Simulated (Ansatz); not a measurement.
# Dielectric response of HfO2 (111) films, part 2 of 4

Wanted: ε of fluorite HfO2 (111) by finite fields on slabs, and the band edges against the vacuum where run.

Ansatz 0.2.0; plane-wave DFT, PBEsol, Ansatz PAW.

So far, gap on the k-mesh (eV): step 2 (relaxing the slab, 6 atoms, units 2) 4.41; step 3 (applied field, field 0.1 V/Å) 4.40.

### 4. Single point, 6 atoms, units 2, field -0.1 V/Å

input.yaml

```yaml
crystal:
  lattice:
    - [3.5921024473, -2.9e-09, 0.0]
    - [-1.7960512211, 3.1108519738, 0.0]
    - [0.0, 0.0, 22.3994090512]
  atoms:
    - { symbol: O, position: [0.6666666667, 0.3333333333, 0.4037091595] }
    - { symbol: Hf, position: [0.3333333333, 0.6666666667, 0.4376377811] }
    - { symbol: O, position: [0.0, 0.0, 0.4699826665] }
    - { symbol: O, position: [0.3333333333, 0.6666666667, 0.5300173373] }
    - { symbol: Hf, position: [0.0, 0.0, 0.5623622133] }
    - { symbol: O, position: [0.6666666667, 0.3333333333, 0.5962908423] }
kpoints:
  mp_grid: { grid: [12, 12, 1] }
hamiltonian:
  xc: pbesol
scf:
  occupations: { method: fixed }
  convergence: { dr2_threshold: 1.0e-10 }
efield:
  axis: 3
  dipole_correction: true
  ramp_position: 0.9396
  ramp_width: 0.1208
  amplitude: -0.1
output:
  write_potential: true
  write_density: true
  volumetric_format: npy
```

The run is started by

```console
$ ansatz run input.yaml --threads 4 --pin off --max-ram 12288MiB --backend cpu --events-out ev --progress --plain --runs-dir out
```

Numbers of over 12 decimals in the logs are rounded to 6 here.

Output:

```text
[...]
Crystal: 6 atoms, lattice volume = 250.302 Å³
Basis set: ecut = 420 eV, 4803 PW (Γ)
Bands: 46, of which v1, the nominal top of the filled ones, is band 38 counted from 1 (37 counted from 0)
Symmetry: 6 space group operations
k-points: 19 of 144 (time reversal used)
[...]
k-point 0: bands = [... 34 lower, -1.8110, -1.8110, -1.3385, -1.3385, 3.4544, 3.4544, 3.8818, 3.9560, ... 4 higher]
  k-point 1: bands = [... 34 lower, -1.9480, -1.7218, -1.3592, -1.3087, 3.4634, 3.5059, 3.8913, 4.0568, ... 4 higher]
  k-point 2: bands = [... 34 lower, -2.0135, -1.5342, -1.3807, -1.3352, 3.5425, 3.6739, 3.9052, 4.2766, ... 4 higher]
  k-point 18: bands = [... 34 lower, -1.7816, -1.6530, -1.5985, -1.2522, 4.0431, 4.1013, 4.1332, 4.7474, ... 4 higher]
[key lines of the parts left out:]
SCF converged after 15 iterations
Free energy (F): -33448.662528 eV
Fermi energy:    -0.950549 eV
Dipole field:    D = -0.022935 V/Å  (p = -0.031725 e·Å, saw-weighted, corrected)
```

Wall time 9.8 s (4 threads of Arm Neoverse V1, shared host); peak memory 0.64 GiB; 37 s of CPU time.

The dipole is -0.0317 e·Å, and the gap on the mesh 4.405 eV.

### 5. Response with the atoms held, 6 atoms, units 2

This step: plane-wave DFT, PBEsol, Ansatz PAW; response to a field along the normal, atoms held (Ansatz 0.2.0).

The two fields give this film's response with the atoms held: the electronic part.

This step gave:

```yaml
equivalent_conductor_thickness_p_eps_0ae: 5.137 Å
distance_between_the_outer_atoms: 4.314 Å
thickness: 5.866 Å
```

Local field over the applied field, running mean. From the potentials at -0.1 and 0.1 V/Å; running mean over 2.933 Å, taken twice. Table of local field over applied field by z:

| z (Å) | local field over applied field |
| --- | --- |
| 4.18 | 0.993 |
| 4.63 | 0.997 |
| 4.93 | 0.994 |
| 5.38 | 0.984 |
| 5.67 | 0.972 |
| 6.12 | 0.941 |
| 6.42 | 0.911 |
| 6.87 | 0.849 |
| 7.17 | 0.797 |
| 7.62 | 0.706 |
| 7.91 | 0.638 |
| 8.36 | 0.531 |
| 8.66 | 0.461 |
| 9.11 | 0.367 |
| 9.56 | 0.290 |
| 9.86 | 0.249 |
| 10.30 | 0.205 |
| 10.60 | 0.186 |
| 11.05 | 0.171 |
| 11.35 | 0.171 |
| 11.80 | 0.186 |
| 12.10 | 0.205 |
| 12.54 | 0.249 |
| 12.84 | 0.290 |
| 13.29 | 0.367 |
| 13.74 | 0.461 |
| 14.04 | 0.531 |
| 14.48 | 0.638 |
| 14.78 | 0.706 |
| 15.23 | 0.797 |
| 15.53 | 0.849 |
| 15.98 | 0.911 |
| 16.28 | 0.941 |
| 16.72 | 0.972 |
| 17.02 | 0.984 |
| 17.47 | 0.994 |
| 17.77 | 0.997 |
| 18.22 | 0.993 |

The induced electron density oscillates, so the rows of the table below give means over windows of 0.5 Å about each position, cut where the curve ends. Its maxima inside the range that stand out by 2 % of the span (Å: e/Å³ per V/Å): 8.36: 0.00326, 9.11: 0.00187, 10.90: 0.00104, 12.10: 0.00146, 13.59: -0.00146. Its minima: 8.81: 0.00146, 10.30: -0.00146, 11.50: -0.00104, 13.29: -0.00187, 14.04: -0.00326.

Electrons, planar mean, per unit field. Induced electron density against z; means over each step:

| z (Å) | induced electron density (e/Å³ per V/Å) |
| --- | --- |
| 4.5 | 1.5e-6 |
| 5.0 | 5.2e-6 |
| 5.5 | 1.8e-5 |
| 6.0 | 5.8e-5 |
| 6.5 | 1.8e-4 |
| 7.0 | 5.3e-4 |
| 7.5 | 0.00135 |
| 8.0 | 0.00270 |
| 8.5 | 0.00272 |
| 9.0 | 0.00165 |
| 9.5 | 6.7e-4 |
| 10.0 | -4.8e-4 |
| 10.5 | -6.0e-4 |
| 11.0 | 5.9e-4 |
| 11.5 | -6.7e-4 |
| 12.0 | 9.4e-4 |
| 12.5 | 1.7e-4 |
| 13.0 | -9.6e-4 |
| 13.5 | -0.00169 |
| 14.0 | -0.00297 |
| 14.5 | -0.00243 |
| 15.0 | -0.00114 |
| 15.5 | -4.2e-4 |
| 16.0 | -1.5e-4 |
| 16.5 | -4.6e-5 |
| 17.0 | -1.4e-5 |
| 17.5 | -4.1e-6 |
| 18.0 | -1.2e-6 |

By hand: between -0.1 and 0.1 V/Å the dipole changes by 0.06345 e·Å, a slope of 0.3172 e·Å²/V. A perfect conductor of thickness t has p = ε₀AEt, so t = 180.95 × 0.3172 / 11.174 = 5.14 Å (e/ε₀ = 180.95 V·Å, A in Å²).

The induced dipole is that of a conductor 5.14 Å thick.

### 6. Relaxing in the field, 6 atoms, field 0.05 V/Å

This step: plane-wave DFT, PBEsol, Ansatz PAW (Ansatz 0.2.0).

Now the atoms may follow the field. A weak field makes forces of meV/Å to tens of meV/Å, so the force tolerance is set well below the usual one.

input.yaml: that of step 4 with these lines changed.

```diff
@@ -22,5 +22,8 @@
   dipole_correction: true
-  ramp_position: 0.9396
-  ramp_width: 0.1208
-  amplitude: -0.1
+  ramp_position: 0.97
+  ramp_width: 0.06
+  amplitude: 0.05
+relax:
+  f_tol: 0.0006
+  max_steps: 70
 output:
```

Output:

```text
[...]
Crystal: 6 atoms, lattice volume = 250.302 Å³
Basis set: ecut = 420 eV, 4803 PW (Γ), exchange–correlation on 50×50×300 points (8 copies of the dense FFT grid, shifted against one another)
Bands: 46, of which v1, the nominal top of the filled ones, is band 38 counted from 1 (37 counted from 0)
Symmetry: 6 space group operations
k-points: 19 of 144 (time reversal used)
[...]
SCF iter   1: F=—  HF=-33456.914599 eV  |F-HF|=—  |Δ(HF+E_count)|=         —  Δρ=9.96e-2  dr2=2.87e1  ethr=3.10e-3  p=0.020 e·Å  D=1.42e-2 V/Å  ΔV_dip=-0.32 eV  dr2_dipole=1.01e-4  V_vac-E_F(+/−)=12.04/11.34 eV  ⟨swp⟩=4.1  Hψ=2991  notcnv=0  defer=77
[...]
SCF iter  15: F=-33448.661163 eV  HF=-33448.661163 eV  |F-HF|=2.91e-11  |Δ(HF+E_count)|=    0.00e0  Δρ=1.68e-7  dr2=2.23e-11  ethr=1.00e-12  p=0.016 e·Å  D=1.15e-2 V/Å  ΔV_dip=-0.26 eV  dr2_dipole=1.60e-13  V_vac-E_F(+/−)=7.12/6.36 eV  ⟨swp⟩=8.0  Hψ=5283  notcnv=0
SCF 1 converged in 15 iterations: F = -33448.661163 eV  dr2 = 2.23e-11
[...]
relax step   1: F+E_penalty+E_count = -33448.66116270 eV  Δ(F+E_penalty+E_count) = +0.000e0 eV  max|allowed force component| = 4.806e-2 eV/Å  Δτ_max = 0.0000 Å  (15 SCF iters, accepted)
[...]
SCF iter   9: F=-33448.661217 eV  HF=-33448.661217 eV  |F-HF|=5.09e-11  |Δ(HF+E_count)|=  5.82e-11  Δρ=1.09e-7  dr2=1.76e-11  ethr=1.00e-12  p=0.020 e·Å  D=1.47e-2 V/Å  ΔV_dip=-0.33 eV  dr2_dipole=9.59e-14  V_vac-E_F(+/−)=7.09/6.40 eV  ⟨swp⟩=8.0  Hψ=5365  notcnv=0
SCF 2 converged in 9 iterations: F = -33448.661217 eV  dr2 = 1.76e-11
relax step   2: F+E_penalty+E_count = -33448.66121677 eV  Δ(F+E_penalty+E_count) = -5.407e-5 eV  max|allowed force component| = 1.744e-2 eV/Å  Δτ_max = 0.0023 Å  (9 SCF iters, accepted)
SCF iter   1: F=—  HF=-33448.661220 eV  |F-HF|=—  |Δ(HF+E_count)|=         —  Δρ=1.29e-4  dr2=1.66e-4  ethr=2.75e-6  p=0.020 e·Å  D=1.47e-2 V/Å  ΔV_dip=-0.33 eV  dr2_dipole=5.78e-5  V_vac-E_F(+/−)=7.09/6.40 eV  ⟨swp⟩=2.0  Hψ=1359  notcnv=0  defer=113
[...]
SCF iter   9: F=-33448.661200 eV  HF=-33448.661200 eV  |F-HF|=7.28e-11  |Δ(HF+E_count)|=  1.82e-10  Δρ=9.51e-8  dr2=1.44e-11  ethr=1.00e-12  p=0.017 e·Å  D=1.21e-2 V/Å  ΔV_dip=-0.27 eV  dr2_dipole=4.19e-14  V_vac-E_F(+/−)=7.12/6.37 eV  ⟨swp⟩=7.9  Hψ=5165  notcnv=0
SCF 3 converged in 9 iterations: F = -33448.661200 eV  dr2 = 1.44e-11
relax step   3: F+E_penalty+E_count = -33448.66119964 eV  Δ(F+E_penalty+E_count) = +1.713e-5 eV  max|allowed force component| = 3.078e-2 eV/Å  Δτ_max = 0.0020 Å  (9 SCF iters, rejected (line search))
[...]
relax step   4: F+E_penalty+E_count = -33448.66123905 eV  Δ(F+E_penalty+E_count) = -2.229e-5 eV  max|allowed force component| = 9.758e-4 eV/Å  Δτ_max = 0.0009 Å  (8 SCF iters, accepted)
SCF iter   1: F=—  HF=-33448.661239 eV  |F-HF|=—  |Δ(HF+E_count)|=         —  Δρ=2.48e-6  dr2=6.30e-8  ethr=5.80e-10  p=0.019 e·Å  D=1.36e-2 V/Å  ΔV_dip=-0.31 eV  dr2_dipole=6.13e-9  V_vac-E_F(+/−)=7.10/6.39 eV  ⟨swp⟩=3.0  Hψ=2013  notcnv=0  defer=71
[...]
SCF iter   5: F=-33448.661239 eV  HF=-33448.661239 eV  |F-HF|=6.55e-11  |Δ(HF+E_count)|=  3.64e-11  Δρ=8.14e-8  dr2=1.07e-11  ethr=1.00e-12  p=0.019 e·Å  D=1.37e-2 V/Å  ΔV_dip=-0.31 eV  dr2_dipole=1.66e-15  V_vac-E_F(+/−)=7.10/6.39 eV  ⟨swp⟩=7.4  Hψ=4811  notcnv=0
SCF 5 converged in 5 iterations: F = -33448.661239 eV  dr2 = 1.07e-11
relax step   5: F+E_penalty+E_count = -33448.66123909 eV  Δ(F+E_penalty+E_count) = -3.982e-8 eV  max|allowed force component| = 2.486e-4 eV/Å  Δτ_max = 0.0000 Å  (5 SCF iters, accepted)
NSCF: frozen V_eff on 19 k-points
the band table was solved once a step of the walk had ended and its energy, with any forces and stress, was formed, with the checks that follow a solve (4897 applications of the Hamiltonian). They found nothing against the state; the energy, forces and stress were not computed again (output.eigenvalues in the input reference)
[...]
SCF converged after 5 iterations
[...]
Free energy (F): -33448.661239 eV
[...]
Internal energy: -33448.661239 eV  (E = F + TS)
E sigma→0 (E₀):  -33448.661239 eV
Fermi energy:    -0.952057 eV
Dipole field:    D = 0.013658 V/Å  (p = 0.018893 e·Å, saw-weighted, corrected)
Work function:   not extracted (applied field tilts the vacuum); planar V_es + V_field profile in the machine report
[...]
--- Forces (eV/Å), atoms counted from 1 ---
  atom   1  O     -0.00000000     0.00000000     0.00001925
  atom   2  Hf    -0.00000000     0.00000000     0.00012827
  atom   3  O      0.00000000     0.00000000    -0.00024839
  atom   4  O     -0.00000000    -0.00000000    -0.00014970
  atom   5  Hf     0.00000000    -0.00000000     0.00021896
  atom   6  O      0.00000000    -0.00000000     0.00003313
  max |Σ_I F_I| component: 1.51e-6 eV/Å
--- Band table (eV; the first three rows and the last of 19) ---
  k-point 0: bands = [... 34 lower, -1.8093, -1.8093, -1.3397, -1.3397, 3.4558, 3.4558, 3.8977, 3.9559, ... 4 higher]
  k-point 1: bands = [... 34 lower, -1.9466, -1.7220, -1.3603, -1.3095, 3.4650, 3.5071, 3.8968, 4.0568, ... 4 higher]
  k-point 2: bands = [... 34 lower, -2.0119, -1.5347, -1.3824, -1.3357, 3.5444, 3.6751, 3.9071, 4.2765, ... 4 higher]
  k-point 18: bands = [... 34 lower, -1.7801, -1.6305, -1.6204, -1.2537, 4.0438, 4.1155, 4.1214, 4.7476, ... 4 higher]
--- Relaxed structure (5 steps of the walk, 4 accepted, 0 SCFs on fresh bases) ---
  F+E_penalty+E_count = -33448.66123909 eV   max|allowed force component| = 2.486e-4 eV/Å
  atoms:
    - { symbol: O, position: [0.666667, 0.333333, 0.403665] }
    - { symbol: Hf, position: [0.333333, 0.666667, 0.437694] }
    - { symbol: O, position: [0, 0, 0.469986] }
    - { symbol: O, position: [0.333333, 0.666667, 0.530020] }
    - { symbol: Hf, position: [0, 0, 0.562406] }
    - { symbol: O, position: [0.666667, 0.333333, 0.596230] }
```

Run time: 27 s. Hardware: 4 threads; peak memory 0.61 GiB; 1.7 min of CPU time.

Hardly anything moved in the relaxation; the energy changed by under 0.2 meV an atom.

Numbers from this step:

```
gap on the k-mesh       : 4.408 eV
dipole along the normal : 0.01889 e·Å
```

The relaxation took 5 steps and lowered the energy by 7.6e-5 eV; the largest force on the free atoms ends at 2.5e-4 eV/Å.

The dipole is 0.0189 e·Å, and the gap on the mesh 4.408 eV.

### 7. Relaxing in the field, 6 atoms, field -0.05 V/Å

The opposite sign, again from the field-free geometry; the difference of the two cancels what relaxes without a field.

input.yaml: that of step 6 with these lines changed.

```diff
@@ -24,3 +24,3 @@
   ramp_width: 0.06
-  amplitude: 0.05
+  amplitude: -0.05
 relax:
```

Output:

```text
[...]
Crystal: 6 atoms, lattice volume = 250.302 Å³
Basis set: ecut = 420 eV, 4803 PW (Γ), exchange–correlation on 50×50×300 points (8 copies of the dense FFT grid, shifted against one another)
Bands: 46, of which v1, the nominal top of the filled ones, is band 38 counted from 1 (37 counted from 0)
Symmetry: 6 space group operations
k-points: 19 of 144 (time reversal used)
[...]
F+E_penalty+E_count = -33448.66123909 eV   max|allowed force component| = 1.360e-4 eV/Å
  atoms:
    - { symbol: O, position: [0.666667, 0.333333, 0.403769] }
    - { symbol: Hf, position: [0.333333, 0.666667, 0.437594] }
    - { symbol: O, position: [0, 0, 0.469980] }
    - { symbol: O, position: [0.333333, 0.666667, 0.530015] }
    - { symbol: Hf, position: [0, 0, 0.562306] }
    - { symbol: O, position: [0.666667, 0.333333, 0.596335] }
[key lines of the parts left out:]
SCF converged after 4 iterations
Free energy (F): -33448.661239 eV
Fermi energy:    -0.952061 eV
Dipole field:    D = -0.013662 V/Å  (p = -0.018898 e·Å, saw-weighted, corrected)
```

Elapsed: 25 s, on 4 threads; peak memory 0.61 GiB; 93 s of CPU time.

No atom moved by 0.005 Å in the relaxation.

The relaxation took 5 steps and lowered the energy by 7.6e-5 eV; the largest force on the free atoms ends at 1.4e-4 eV/Å.

The dipole is -0.0189 e·Å, and the gap on the mesh 4.408 eV.

### 8. Response with the atoms relaxed, 6 atoms, units 2

This step: plane-wave DFT, PBEsol, Ansatz PAW; response to a field along the normal, atoms relaxed (Ansatz 0.2.0).

The two relaxed runs give the static response.

This step gave:

* equivalent conductor thickness p/(ε₀AE): 6.120 Å
* distance between the outer atoms: 4.313 Å

Local field over the applied field, running mean. From the potentials at -0.05 and 0.05 V/Å; running mean over 2.933 Å, taken twice. Local field over applied field against z:

| z (Å) | local field over applied field |
| --- | --- |
| 4.5 | 0.998 |
| 5.0 | 0.993 |
| 5.5 | 0.976 |
| 6.0 | 0.940 |
| 6.5 | 0.899 |
| 7.0 | 0.820 |
| 7.5 | 0.691 |
| 8.0 | 0.537 |
| 8.5 | 0.399 |
| 9.0 | 0.283 |
| 9.5 | 0.151 |
| 10.0 | 0.0540 |
| 10.5 | 0.0164 |
| 11.0 | 0.0259 |
| 11.5 | 0.0237 |
| 12.0 | 0.0195 |
| 12.5 | 0.0701 |
| 13.0 | 0.177 |
| 13.5 | 0.308 |
| 14.0 | 0.423 |
| 14.5 | 0.568 |
| 15.0 | 0.720 |
| 15.5 | 0.840 |
| 16.0 | 0.909 |
| 16.5 | 0.947 |
| 17.0 | 0.981 |
| 17.5 | 0.994 |
| 18.0 | 0.998 |

The induced dipole is that of a conductor 6.12 Å thick.

### 9. Relaxation, 9 atoms, units 3

This step: plane-wave DFT, PBEsol, Ansatz PAW (Ansatz 0.2.0).

System of this step: HfO2 (111), 3 units. The cell holds 9 atoms: 6 O and 3 Hf. Cell: a = 3.592 Å, b = 3.592 Å, c = 25.332 Å, α = 90.0°, β = 90.0°, γ = 120.0°. It derives from HfO2 (fluorite HfO2). Vacuum lies along c.

The next thickness, treated alike, so that differences show the interior and the faces cancel.

input.yaml

```yaml
crystal:
  lattice:
    - [3.59210245, 0.0, 0.0]
    - [-1.79605122, 3.11085197, 0.0]
    - [0.0, 0.0, 25.3323484187]
  atoms:
    - { symbol: O, position: [0.66666667, 0.33333333, 0.3552769704] }
    - { symbol: Hf, position: [0.33333333, 0.66666667, 0.3842215763] }
    - { symbol: O, position: [0.0, 0.0, 0.4131661823] }
    - { symbol: O, position: [0.33333333, 0.66666667, 0.4710553941] }
    - { symbol: Hf, position: [0.0, 0.0, 0.5] }
    - { symbol: O, position: [0.66666667, 0.33333333, 0.5289446059] }
    - { symbol: O, position: [0.0, 0.0, 0.5868338177] }
    - { symbol: Hf, position: [0.66666667, 0.33333333, 0.6157784237] }
    - { symbol: O, position: [0.33333333, 0.66666667, 0.6447230296] }
kpoints:
  mp_grid: { grid: [12, 12, 1] }
hamiltonian:
  xc: pbesol
scf:
  occupations: { method: fixed }
  convergence: { dr2_threshold: 1.0e-09 }
efield:
  axis: 3
  dipole_correction: true
  ramp_position: 0.97
  ramp_width: 0.06
relax:
  f_tol: 0.003
  max_steps: 100
output:
  eigenvalues: true
  write_potential: true
  write_density: true
  volumetric_format: npy
  elf: true
```

Output:

```text
[...]
Crystal: 9 atoms, lattice volume = 283.076 Å³
Basis set: ecut = 420 eV, 5449 PW (Γ), exchange–correlation on 50×50×360 points (8 copies of the dense FFT grid, shifted against one another)
Bands: 69, of which v1, the nominal top of the filled ones, is band 57 counted from 1 (56 counted from 0)
Symmetry: 6 space group operations
[...]
- { symbol: O, position: [-6.916685882566075e-19, 0, 0.415816] }
    - { symbol: O, position: [0.333333, 0.666667, 0.471464] }
    - { symbol: Hf, position: [0, 0, 0.500000] }
    - { symbol: O, position: [0.666667, 0.333333, 0.528536] }
    - { symbol: O, position: [6.916685438222345e-19, 0, 0.584184] }
    - { symbol: Hf, position: [0.666667, 0.333333, 0.612274] }
    - { symbol: O, position: [0.333333, 0.666667, 0.642598] }
[key lines of the parts left out:]
SCF converged after 9 iterations
Free energy (F): -50173.667443 eV
Fermi energy:    0.951241 eV
Dipole field:    D = -0.000000 V/Å  (p = -0.000000 e·Å, saw-weighted, corrected)
Work function:   Φ+ = 6.8167 eV   Φ− = 6.8167 eV
```

Run time: 70 s. Hardware: 4 threads; peak memory 0.9 GiB.

Relaxation path:

| step | energy less that of the first step (eV) | largest force component (eV/Å) |
| --- | --- | --- |
| 1 | 0.0000 | 1.1162 |
| 2 | -0.0810 | 0.3381 |
| 3 | -0.0991 | 0.0626 |
| 4 | -0.0996 | 0.0161 |
| 5 | -0.0997 | 0.0015 |

Forces are held to the 6 operations that the run works with; a distortion that breaks them can't arise in this run.

The atoms that moved most (Å):

| atom | dx | dy | dz | length |
| --- | --- | --- | --- | --- |
| Hf8 | 0.000 | 0.000 | -0.089 | 0.089 |
| Hf2 | 0.000 | 0.000 | 0.089 | 0.089 |
| O3 | 0.000 | 0.000 | 0.067 | 0.067 |
| O7 | 0.000 | 0.000 | -0.067 | 0.067 |
| O9 | 0.000 | 0.000 | -0.054 | 0.054 |
| O1 | 0.000 | 0.000 | 0.054 | 0.054 |
| O4 | 0.000 | 0.000 | 0.010 | 0.010 |
| O6 | 0.000 | 0.000 | -0.010 | 0.010 |

The relaxation took 5 steps and lowered the energy by 0.100 eV; the largest force on the free atoms ends at 0.0015 eV/Å.

The gap is 4.10 eV, with the valence edge 6.82 eV and the conduction edge 2.72 eV under the upper vacuum level.

### 10. Atoms held, 9 atoms, units 3, field 0.1 V/Å

input.yaml

```yaml
crystal:
  lattice:
    - [3.5921024473, -2.9e-09, 0.0]
    - [-1.7960512211, 3.1108519738, 0.0]
    - [0.0, 0.0, 25.3323484187]
  atoms:
    - { symbol: O, position: [0.6666666667, 0.3333333333, 0.3574018093] }
    - { symbol: Hf, position: [0.3333333333, 0.6666666667, 0.3877264627] }
    - { symbol: O, position: [0.0, 0.0, 0.4158164048] }
    - { symbol: O, position: [0.3333333333, 0.6666666667, 0.4714637923] }
    - { symbol: Hf, position: [0.0, 0.0, 0.4999999999] }
    - { symbol: O, position: [0.6666666667, 0.3333333333, 0.5285362078] }
    - { symbol: O, position: [0.0, 0.0, 0.5841835954] }
    - { symbol: Hf, position: [0.6666666667, 0.3333333333, 0.6122735372] }
    - { symbol: O, position: [0.3333333333, 0.6666666667, 0.6425981905] }
kpoints:
  mp_grid: { grid: [12, 12, 1] }
hamiltonian:
  xc: pbesol
scf:
  occupations: { method: fixed }
  convergence: { dr2_threshold: 1.0e-10 }
efield:
  axis: 3
  dipole_correction: true
  ramp_position: 0.9458
  ramp_width: 0.1083
  amplitude: 0.1
output:
  write_potential: true
  write_density: true
  volumetric_format: npy
```

Output:

```text
[...]
Crystal: 9 atoms, lattice volume = 283.076 Å³
Basis set: ecut = 420 eV, 5449 PW (Γ)
Bands: 69, of which v1, the nominal top of the filled ones, is band 57 counted from 1 (56 counted from 0)
Symmetry: 6 space group operations
k-points: 19 of 144 (time reversal used)
[...]
k-point 0: bands = [... 53 lower, 0.3191, 0.3191, 0.6151, 0.6151, 5.0950, 5.0950, 5.5942, 5.5942, ... 8 higher]
  k-point 1: bands = [... 53 lower, 0.3026, 0.4202, 0.5237, 0.5791, 5.1369, 5.1611, 5.5810, 5.6346, ... 8 higher]
  k-point 2: bands = [... 53 lower, 0.1859, 0.3356, 0.4989, 0.5619, 5.2384, 5.3396, 5.6045, 5.7500, ... 8 higher]
  k-point 18: bands = [... 53 lower, 0.2877, 0.3882, 0.4180, 0.5173, 5.4404, 5.4520, 6.0344, 6.3217, ... 8 higher]
[key lines of the parts left out:]
SCF converged after 16 iterations
Free energy (F): -50173.669822 eV
Fermi energy:    0.959010 eV
Dipole field:    D = 0.029597 V/Å  (p = 0.046300 e·Å, saw-weighted, corrected)
```

Run time: 20 s. Hardware: 4 threads; peak memory 0.93 GiB.

The dipole is 0.0463 e·Å, and the gap on the mesh 4.090 eV.

(Continued in part 3 of 4.)

[Logs are printed without paths, hosts, clocks, repeated set-up lines and the standing remarks that a program may print on its own settings, such as how far it seeks lower states.]

[Hosts, paths, dates, database ids (printed as entryN), source tags and the programs' standing remarks are cut or masked in the printed files.]

[Maps of the electrostatic potential energy from Ansatz leave out the sawtooth potential of an applied field or a dipole correction, so their vacuum need not be flat; planar profiles and work functions include it.]
